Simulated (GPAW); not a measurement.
# fluorene-2,7-dithiol between two Ir chains: transmission at several levels, part 2 of 2

Aim: T(E), conductance and thermopower of fluorene-2,7-dithiol between two Ir chains, and what cheaper settings cost in accuracy.

GPAW 26.7.0; GPAW LCAO, PAW setups; Landauer transmission from Green's functions with principal layers (ASE), zero bias.

So far, transmission at the Fermi level (one spin): step 2 (GPAW, dzp, PBE, GPAW) 0.646; step 3 (basis szp(dzp), PBE, GPAW) 0.410; step 4 (basis sz(dzp), PBE, GPAW) 0.275; step 5 (revPBE) 0.645.

**7. The levels side by side**

The curves are compared point by point over the common energies.

This step: comparison of transmission and cost over codes and levels (GPAW 26.7.0).

Ladder, by row:

```
      step  code  T at the Fermi level (sum over the listed spins)  conductance (G0)  r.m.s. T(E) from the first  wall time (s)  peak memory (GiB)  threads
       dzp  GPAW                                            0.6456            0.6725                           0          386.4               2.24        1
       szp  GPAW                                            0.4098              0.39                      0.2559          249.8               2.16        1
        sz  GPAW                                            0.2746            0.2595                      0.3453          188.3               2.08        1
dzp-revPBE  GPAW                                            0.6448            0.6673                     0.03027          412.7               2.24        1
```

Table of transmission, zone mean, sum over the listed spins by energy, zero at the Fermi level:

| energy (eV) | dzp | szp | sz | dzp-revPBE |
| --- | --- | --- | --- | --- |
| -3.0000 | 0.0814 | 0.0977 | 0.545 | 0.0825 |
| -2.9250 | 0.105 | 0.172 | 0.994 | 0.106 |
| -2.7750 | 0.216 | 0.675 | 0.978 | 0.219 |
| -2.7000 | 0.340 | 0.996 | 0.417 | 0.344 |
| -2.4750 | 0.995 | 0.946 | 0.178 | 0.995 |
| -2.2500 | 0.598 | 0.304 | 0.179 | 0.599 |
| -2.0250 | 0.319 | 0.310 | 0.286 | 0.320 |
| -1.9500 | 0.661 | 0.349 | 0.359 | 0.677 |
| -1.7250 | 0.642 | 0.620 | 0.719 | 0.649 |
| -1.5000 | 0.963 | 0.938 | 0.939 | 0.967 |
| -1.4250 | 0.995 | 0.969 | 0.947 | 0.995 |
| -1.3500 | 0.961 | 0.975 | 0.923 | 0.957 |
| -1.2750 | 0.986 | 0.918 | 0.773 | 0.984 |
| -0.9750 | 0.991 | 0.766 | 0.539 | 0.991 |
| -0.7500 | 0.939 | 0.481 | 0.299 | 0.942 |
| -0.5250 | 0.686 | 0.287 | 0.176 | 0.689 |
| -0.2250 | 0.433 | 0.221 | 0.146 | 0.431 |
| 0.0000 | 0.646 | 0.410 | 0.275 | 0.645 |
| 0.0750 | 0.940 | 0.355 | 0.223 | 0.903 |
| 0.2250 | 0.184 | 0.0914 | 0.0565 | 0.181 |
| 0.5250 | 0.0434 | 0.0324 | 0.0220 | 0.0429 |
| 0.7500 | 0.0221 | 0.0211 | 0.0134 | 0.0218 |
| 0.9750 | 0.0140 | 0.0177 | 0.0133 | 0.0137 |
| 1.2750 | 0.0114 | 0.0207 | 0.0169 | 0.0111 |
| 1.5000 | 0.0109 | 0.0280 | 0.0247 | 0.0105 |
| 1.7250 | 0.0105 | 0.0466 | 0.0467 | 0.0101 |
| 2.0250 | 0.00501 | 0.116 | 0.398 | 0.00477 |
| 2.2500 | 0.0116 | 0.150 | 0.0449 | 0.0107 |
| 2.4750 | 0.0523 | 0.0536 | 0.0166 | 0.0446 |
| 2.7000 | 0.676 | 0.0544 | 0.0526 | 0.887 |
| 2.7750 | 0.160 | 0.0938 | 0.0139 | 0.219 |
| 3.0000 | 0.592 | 0.0353 | 0.0201 | 0.585 |

**8. Functional RPBE, grid spacing 0.14, potential alignment off: xc = "RPBE", h = 0.14 and align = false**

The functional moves levels against the Fermi level. The real-space grid carries density and potential; a coarse one breaks translation symmetry along the lead and scatters electrons that should pass. Without the shift, lead and junction are matched by their Fermi levels alone.

This step: GPAW LCAO, PAW setups; Landauer transmission from Green's functions with principal layers (ASE), zero bias (GPAW 26.7.0).

File run.py:

```python
import json
import numpy as np
from ase import Atoms
from ase.transport.calculators import TransportCalculator
from gpaw import GPAW, FermiDirac
from gpaw.lcao.tools import get_lcao_hamiltonian
from scipy.linalg import eigh

# The junction with lead layers at both ends, along the third cell vector
device = Atoms(
    ['Ir', 'Ir', 'Ir', 'Ir', 'Ir', 'Ir', 'Ir', 'S', 'C', 'H', 'H', 'C', 'C', 'C', 'C', 'H', 'C', 'H', 'H', 'C', 'C', 'C', 'H', 'C', 'C', 'H', 'C', 'C', 'H', 'S', 'Ir', 'Ir', 'Ir', 'Ir', 'Ir', 'Ir', 'Ir'],
    positions=[
        [6.58312, 5.13811, 1.15000],
        [6.58312, 5.13811, 3.45000],
        [6.58312, 5.13811, 5.75000],
        [6.58312, 5.13811, 8.05000],
        [6.58312, 5.13811, 10.35000],
        [6.58312, 5.13811, 12.65000],
        [6.58312, 5.13811, 14.95000],
        [5.53020, 6.16562, 16.84620],
        [5.50754, 6.13579, 18.62750],
        [3.34234, 6.13839, 18.73550],
        [7.66862, 6.15367, 18.84838],
        [4.27134, 6.12986, 19.30227],
        [6.70619, 6.13557, 19.34902],
        [4.21037, 6.11287, 20.70130],
        [6.63600, 6.11890, 20.73371],
        [3.25000, 6.10739, 21.20554],
        [5.39794, 6.10635, 21.41160],
        [8.39138, 5.21617, 21.61096],
        [8.37855, 7.02622, 21.63158],
        [7.78004, 6.11569, 21.72768],
        [5.64879, 6.09142, 22.83709],
        [7.04361, 6.09546, 23.05158],
        [3.70038, 6.08081, 23.76269],
        [4.77511, 6.07848, 23.91032],
        [7.58176, 6.08438, 24.32909],
        [8.65729, 6.09098, 24.47571],
        [5.30955, 6.06688, 25.20504],
        [6.70229, 6.06431, 25.41658],
        [4.62670, 6.06554, 26.05174],
        [7.35973, 6.05795, 27.07253],
        [6.58312, 5.13811, 29.14877],
        [6.58312, 5.13811, 31.44877],
        [6.58312, 5.13811, 33.74877],
        [6.58312, 5.13811, 36.04877],
        [6.58312, 5.13811, 38.34877],
        [6.58312, 5.13811, 40.64877],
        [6.58312, 5.13811, 42.94877]],
    cell=[[13.16624, 0.0, 0.0], [0.0, 10.27622, 0.0], [0.0, 0.0, 44.09877]],
    pbc=True)

# One principal layer of the lead: the first 5 atoms of the device
lead = Atoms(
    ['Ir', 'Ir', 'Ir', 'Ir', 'Ir'],
    positions=[
        [6.58312, 5.13811, 1.15000],
        [6.58312, 5.13811, 3.45000],
        [6.58312, 5.13811, 5.75000],
        [6.58312, 5.13811, 8.05000],
        [6.58312, 5.13811, 10.35000]],
    cell=[[13.16624, 0.0, 0.0], [0.0, 10.27622, 0.0], [0.0, 0.0, 11.5]],
    pbc=True)

settings = dict(mode='lcao', basis='dzp', xc='RPBE', h=0.14,
                occupations=FermiDirac(0.1), maxiter=250,
                mixer=dict(beta=0.1, nmaxold=8, weight=100.0),
                convergence=dict(density=0.0001))
energies = np.arange(-3, 3 + 1e-9, 0.075)
eta = 0.0001
n1, n2 = 1, 1
# k and -k transmit alike, so half of the mesh across the current serves
mesh = [(i, j) for i in range(n1) for j in range(n2) if (i, j) <= (-i % n1, -j % n2)]
weights = np.array([1 if (i, j) == (-i % n1, -j % n2) else 2 for i, j in mesh]) / (n1 * n2)


def ground_state(atoms, size, txt):
    atoms.calc = GPAW(kpts={'size': size, 'gamma': True}, symmetry={'tolerance': 1e-3}, txt=txt, **settings)
    atoms.get_potential_energy()
    return atoms.calc.get_fermi_level()


def blocks(atoms, fermi, points, nz, cells):
    """H - E_F S and S between cell 0 and the cells above it, at each point across the current."""
    kz = np.arange(nz) / nz
    calc = atoms.calc.fixed_density(kpts=[(*k, z) for k in points for z in kz], symmetry='off', txt=None)
    H, S = get_lcao_hamiltonian(calc)
    H = (H - fermi * S).reshape(len(H), len(points), nz, *S.shape[1:])
    S = S.reshape(H.shape[1:])
    phases = [np.exp(-2j * np.pi * kz * R) / nz for R in cells]
    return [(np.einsum('skzij,z->ksij', H, p), np.einsum('kzij,z->kij', S, p)) for p in phases]


def pair(a, b):
    return np.block([[a, b], [b.T.conj(), a]])


def count_channels(h, s, cells, nk=240):
    """Half the number of times that the lead's bands cross each energy, unfolded to its shortest repeat."""
    b = len(h) // cells
    bands = []
    for k in (np.arange(nk + 1) + 0.5) / nk:
        hk, sk = h[:b, :b].copy(), s[:b, :b].copy()
        for R in range(1, cells):
            phase, block = np.exp(2j * np.pi * k * R), slice(R * b, (R + 1) * b)
            hk += h[:b, block] * phase + (h[:b, block] * phase).T.conj()
            sk += s[:b, block] * phase + (s[:b, block] * phase).T.conj()
        w, u = eigh(sk)
        x = u[:, w > 1e-5] / w[w > 1e-5]**0.5  # drop near-dependent combinations
        bands.append(np.r_[eigh(x.T.conj() @ hk @ x, eigvals_only=True), [1e9] * (w <= 1e-5).sum()])
    below = np.array(bands)[:, :, None] < energies
    return (below[1:] != below[:-1]).sum((0, 1)) / 2


fermi_lead = ground_state(lead, (1, 1, 10), 'lead.txt')
fermi_device = ground_state(device, (1, 1, 2), 'device.txt')
T, channels, eigen, tail, misfit, shifts = [], [], [], 0.0, 0.0, []
for first in range(0, len(mesh), 81):
    points = [(i / n1, j / n2) for i, j in mesh[first:first + 81]]
    (H0k, S0k), (H1k, S1k), (H2k, _) = blocks(lead, fermi_lead, points, 5, range(3))
    [(Hk, Sk)] = blocks(device, fermi_device, points, 2, [0])
    tail = max(tail, abs(H2k).max())
    for H0, S0, H1, S1, H, S in zip(H0k, S0k, H1k, S1k, Hk, Sk):
        n = len(S0)
        # Lead and device are aligned by their Fermi levels alone
        shift = 0.0
        shifts.append(shift)
        misfit = max(misfit, abs(H[:, :n, :n] - H0 - shift * S0).max())
        Tk, Ck, Ek = [], [], []
        for s in range(len(H)):
            t = s % len(H0)  # a lead without moments serves both spins
            h1, s1 = pair(H0[t] + shift * S0, H1[t] + shift * S1), pair(S0, S1)
            leads = dict(h1=h1, s1=s1, energies=energies, eta=eta, eta1=eta, eta2=eta)
            calc = TransportCalculator(h=H[s], s=S, eigenchannels=3, **leads)
            Tk.append(calc.get_transmission())
            Ek.append(np.sort(calc.eigenchannels_ne, axis=0)[::-1])
            Ck.append(count_channels(h1, s1, 10))
        T.append(Tk)
        channels.append(Ck)
        eigen.append(Ek)
T, channels = np.array(T), np.array(channels)
mean, open_channels = np.einsum('kse,k->se', T, weights), np.einsum('kse,k->se', channels, weights)

print(f'basis functions: device {len(S)}, principal layer {n}')
print(f'Fermi level: lead {fermi_lead:.4f} eV, device {fermi_device:.4f} eV; lead shifted by {np.mean(shifts):.4f} eV')
print(f'largest coupling past the next layer {tail:.2e} eV, largest misfit of the first layer {misfit:.3f} eV')
print('  E-E_F (eV)   ' + 'T (one spin)  channels')
for e, t, c in zip(energies, mean.T, open_channels.T):
    print(f'{e:10.3f}  ', *[f'{x:11.4e}' for x in t], *[f'{x:9.4f}' for x in c])

kT = 8.617333e-5 * 200
fine = np.linspace(energies[0], energies[-1], 4001)
both = np.exp(np.interp(fine, energies, np.log(np.maximum(mean.sum(0) * 2 / len(mean), 1e-30))))
fermi = lambda mu: 1 / (1 + np.exp(np.clip((fine - mu) / kT, -200, 200)))
slope = fermi(0) * (1 - fermi(0)) / kT
G = np.trapezoid(both * slope, fine) / 2
seebeck = -np.trapezoid(both * slope * fine, fine) / (2 * G * 200) * 1e6
print(f'conductance at 200 K: {G:.5g} G0 a cell; thermopower {seebeck:.4g} uV/K')
bias = [0.1, 0.2, 0.5, 1.0, 1.5, 2.0]
current = [38.74 * np.trapezoid(both * (fermi(V / 2) - fermi(-V / 2)), fine) for V in bias]
for V, I in zip(bias, current):
    print(f'current from the zero-bias T(E) at {V} V: {I:.5g} uA')
zero = abs(energies).argmin()
json.dump(dict(energies=energies.tolist(), T=mean.tolist(), channels=open_channels.tolist(), G=G, seebeck=seebeck,
               bias=bias, current=current, tail=tail, misfit=misfit, shift=np.mean(shifts), n_device=len(S), n_lead=n,
               fermi=[fermi_lead, fermi_device], energy=device.get_potential_energy(),
               moments=device.get_magnetic_moments().tolist(), mesh=mesh, weights=weights.tolist(),
               T_k=T[:, :, zero].tolist(), eigen=np.array(eigen[0]).tolist()), open('result.json', 'w'))
```

Run with:

```console
$ OMP_NUM_THREADS=1 OPENBLAS_NUM_THREADS=1 python run.py
```

Elapsed: 15 min, on 1 thread of Arm Neoverse V1, shared host; peak memory 6.3 GiB.

Numbers from this step:

```
conductance                                 : 0.6381 G₀
largest misfit of the first principal layer : 0.1889 eV
shift that aligns the lead                  : 0 eV
transmission at the Fermi level (one spin)  : 0.6202
```

One spin. Transmission, zone mean against energy, zero at the Fermi level:

energy (eV), transmission, zone mean and a bar:
```
    -3.00      0.083 ##
    -2.85      0.147 ####
    -2.70      0.340 ##########
    -2.55      0.819 #########################
    -2.48      0.994 ##############################
    -2.33      0.753 #######################
    -2.17      0.497 ###############
    -2.02      0.322 ##########
    -1.95      0.682 #####################
    -1.88      0.553 #################
    -1.73      0.644 ###################
    -1.57      0.874 ##########################
    -1.43      0.995 ##############################
    -1.35      0.957 #############################
    -1.20      0.989 ##############################
    -1.05      0.987 ##############################
    -0.90      0.993 ##############################
    -0.75      0.942 ############################
    -0.60      0.782 ########################
    -0.38      0.538 ################
    -0.23      0.429 #############
    -0.07      0.582 #################
     0.00      0.620 ###################
     0.07      0.797 ########################
     0.23      0.182 #####
     0.38      0.080 ##
     0.60      0.033 #
     0.75      0.022 #
     0.90      0.015 
     1.05      0.013 
     1.20      0.011 
     1.35      0.011 
     1.57      0.010 
     1.73      0.010 
     1.88      0.008 
     2.02      0.005 
     2.17      0.008 
     2.33      0.016 
     2.55      0.109 ###
     2.70      0.857 ##########################
     2.85      0.192 ######
     3.00      0.698 #####################
```

Not self-consistent under bias; the bias window is split evenly. Current through one cell, from the zero-bias transmission against bias:

```csv
bias (V),"current through one cell, from the zero-bias transmission (μA)"
0.100,4.98
0.200,9.78
0.500,19.0
1.000,31.2
1.500,47.5
2.000,66.8
```

The transmission of the three most open eigenchannels by energy, zero at the Fermi level:

```
energy (eV)  channel 1  channel 2  channel 3
    -3.0000     0.0823     3.4e-4     1.1e-5
    -2.7750      0.217     3.9e-4     4.6e-6
    -2.4750      0.993     5.8e-4     4.6e-7
    -2.2500      0.601     1.0e-3     1.1e-7
    -2.0250      0.320    0.00167     3.6e-6
    -1.7250      0.641    0.00276     6.1e-6
    -1.5000      0.964    0.00180     5.9e-6
    -1.2750      0.980     9.6e-4     1.0e-5
    -0.9750      0.990     8.8e-4     1.5e-5
    -0.7500      0.941     8.8e-4     1.7e-5
    -0.5250      0.692     9.2e-4     1.9e-5
    -0.2250      0.428    0.00103     2.2e-5
     0.0000      0.620     6.1e-4     1.9e-5
     0.2250      0.182     2.7e-4     8.6e-6
     0.5250     0.0428     1.7e-4     5.1e-6
     0.7500     0.0216     1.1e-4     3.4e-6
     0.9750     0.0136     4.2e-5     2.1e-6
     1.2750     0.0110     4.6e-5     1.9e-6
     1.5000     0.0105     4.7e-5     1.8e-6
     1.7250    0.00987     3.8e-5     1.4e-6
     2.0250    0.00483          0          0
     2.2500     0.0112          0          0
     2.4750     0.0474          0          0
     2.7750      0.196    2.7e-10    7.1e-11
     3.0000      0.686     0.0121     1.6e-5
```

The conductance, 0.638 G₀, lies 5.1 % below that of the dzp run.

**9. Functional revPBE, basis szp(dzp), mixing 0.15**

The functional moves levels against the Fermi level. A smaller basis is cheaper in every inversion. Mixing changes the road to self-consistency, not its end. The mixing history changes the road to self-consistency, not its end.

Changes to run.py since step 8:

```diff
@@ -64,5 +64,5 @@
 
-settings = dict(mode='lcao', basis='dzp', xc='RPBE', h=0.14,
+settings = dict(mode='lcao', basis='szp(dzp)', xc='revPBE', h=0.2,
                 occupations=FermiDirac(0.1), maxiter=250,
-                mixer=dict(beta=0.1, nmaxold=8, weight=100.0),
+                mixer=dict(beta=0.15, nmaxold=5, weight=100.0),
                 convergence=dict(density=0.0001))
@@ -124,4 +124,4 @@
         n = len(S0)
-        # Lead and device are aligned by their Fermi levels alone
-        shift = 0.0
+        # Shift the lead onto the potential of the device's first layer
+        shift = ((H[:, 0, 0] - H0[:, 0, 0]) / S0[0, 0]).real.mean()
         shifts.append(shift)
```

Wall time 5.6 min (1 thread); peak memory 2 GiB.

Numbers from this step:

* conductance: 0.3908 G₀
* largest misfit of the first principal layer: 0.2342 eV
* shift that aligns the lead: -0.01666 eV
* basis functions of the junction: 377
* basis functions of a principal layer: 75
* transmission at the Fermi level (one spin): 0.4101

One spin. The transmission, zone mean by energy, zero at the Fermi level:

| energy (eV) | transmission, zone mean |
| --- | --- |
| -3.00 | 0.100 |
| -2.77 | 0.701 |
| -2.70 | 0.997 |
| -2.55 | 0.248 |
| -2.48 | 0.892 |
| -2.40 | 0.467 |
| -2.17 | 0.287 |
| -1.95 | 0.352 |
| -1.73 | 0.627 |
| -1.57 | 0.873 |
| -1.35 | 0.976 |
| -1.12 | 0.848 |
| -0.90 | 0.653 |
| -0.75 | 0.480 |
| -0.53 | 0.285 |
| -0.30 | 0.211 |
| -0.07 | 0.348 |
| 0.00 | 0.410 |
| 0.07 | 0.359 |
| 0.30 | 0.0639 |
| 0.53 | 0.0322 |
| 0.75 | 0.0209 |
| 0.90 | 0.0175 |
| 1.12 | 0.0181 |
| 1.35 | 0.0218 |
| 1.57 | 0.0311 |
| 1.73 | 0.0441 |
| 1.95 | 0.0355 |
| 2.17 | 0.766 |
| 2.40 | 0.00168 |
| 2.55 | 0.0314 |
| 2.77 | 0.0724 |
| 3.00 | 0.0338 |

Crossings of the lead's bands, unfolded to its shortest repeat. Open channels, zone mean against energy, zero at the Fermi level:

energy (eV), open channels, zone mean and a bar from the least value:
```
  -3.0000       3.00 ############
  -2.7750       3.00 ############
  -2.4750       3.00 ############
  -2.2500       3.00 ############
  -2.0250       4.00 ##################
  -1.7250       4.00 ##################
  -1.5000       4.00 ##################
  -1.2750       6.00 ##############################
  -0.9750       6.00 ##############################
  -0.7500       6.00 ##############################
  -0.5250       6.00 ##############################
  -0.2250       6.00 ##############################
   0.0000       6.00 ##############################
   0.2250       4.00 ##################
   0.5250       4.00 ##################
   0.7500       4.00 ##################
   0.9750       3.00 ############
   1.2750       3.00 ############
   1.5000       3.00 ############
   1.7250       3.00 ############
   2.0250       1.00 
   2.2500       1.00 
   2.4750       1.00 
   2.7750       3.00 ############
   3.0000       3.00 ############
```

Not self-consistent under bias; the bias window is split evenly. Current through one cell, from the zero-bias transmission against bias:

```csv
bias (V),"current through one cell, from the zero-bias transmission (μA)"
0.100,2.96
0.200,5.56
0.500,10.4
1.000,16.1
1.500,23.6
2.000,36.1
```

The transmission of the three most open eigenchannels by energy, zero at the Fermi level:

```
energy (eV)  channel 1  channel 2  channel 3
      -3.00     0.1000     6.2e-5     7.2e-8
      -2.77      0.701     7.8e-5     3.7e-7
      -2.55      0.248     9.7e-5     7.6e-7
      -2.40      0.467     2.2e-4     1.2e-6
      -2.17      0.287     4.0e-4     2.4e-6
      -1.95      0.351     8.5e-4     4.4e-6
      -1.73      0.626    0.00110     6.1e-6
      -1.57      0.872     9.1e-4     6.5e-6
      -1.35      0.975     4.3e-4     6.8e-6
      -1.12      0.848     4.8e-4     1.4e-5
      -0.90      0.653     4.1e-4     1.5e-5
      -0.75      0.480     4.3e-4     1.6e-5
      -0.53      0.284     5.0e-4     1.7e-5
      -0.30      0.211     5.7e-4     1.9e-5
      -0.07      0.348     4.6e-4     2.2e-5
       0.00      0.410     3.8e-4     2.0e-5
       0.07      0.359     3.3e-4     1.8e-5
       0.30     0.0638     1.5e-4     7.2e-6
       0.53     0.0321     1.2e-4     4.9e-6
       0.75     0.0208     7.6e-5     3.0e-6
       0.90     0.0174     2.8e-5     1.7e-6
       1.12     0.0181     3.1e-5     1.6e-6
       1.35     0.0218     3.5e-5     1.6e-6
       1.57     0.0311     3.7e-5     1.5e-6
       1.73     0.0440     3.6e-5     1.3e-6
       1.95     0.0355    9.1e-11    3.4e-12
       2.17      0.766          0          0
       2.40    0.00168    5.5e-12          0
       2.55     0.0314    1.1e-11          0
       2.77     0.0712    0.00116     3.8e-6
       3.00     0.0336     1.6e-4     2.7e-5
```

The conductance, 0.391 G₀, lies 42 % below that of the dzp run.

**10. What came out**

```yaml
conductance: 0.673 G₀
transmission_at_the_fermi_level_mean_of_the_spins: 0.646
```

In words: In the dzp basis the junction conducts 0.673 G₀ at 200 K, with T = 0.646 a spin at the Fermi level; no smaller basis tried comes within 10 % of that conductance. At the Fermi level one eigenchannel carries the current (0.65). Measured against the first run (dzp), the nearest curve is that of dzp-revPBE (r.m.s. 0.030) and the farthest that of sz (0.35). Over the compared runs wall time goes from 188 s (sz) to 413 s (dzp-revPBE), on a shared host. The geometry was built from estimated bond lengths and not relaxed, so the numbers describe this model structure. The run had no spin polarisation, so a magnetic state, which chains and small molecules with open shells often have, wasn't tested. Spin-orbit coupling is left out, which matters for the heavy atoms here. Semilocal functionals put molecular levels too near the Fermi level, so such conductances usually come out too high, and chain electrodes have a sharper density of states than real ones. An evenly spaced straight chain is an idealisation: free chains tend to dimerise, zigzag or, where a band edge lies near the Fermi level, turn magnetic. The currents use the zero-bias T(E) throughout, which holds only while the bias is small against the distance to the nearest feature. Within about eight thermal energies of the Fermi level ln T(E) bends sharply from one computed energy to the next, or the lead's channel count changes, so the thermal averages, above all the thermopower, rest on an interpolation that may be rough.

[Logs are printed without paths, hosts, clocks, repeated set-up lines and the standing remarks that a program may print on its own settings, such as how far it seeks lower states.]

[Hosts, paths, dates, database ids (printed as entryN), source tags and the programs' standing remarks are cut or masked in the printed files.]
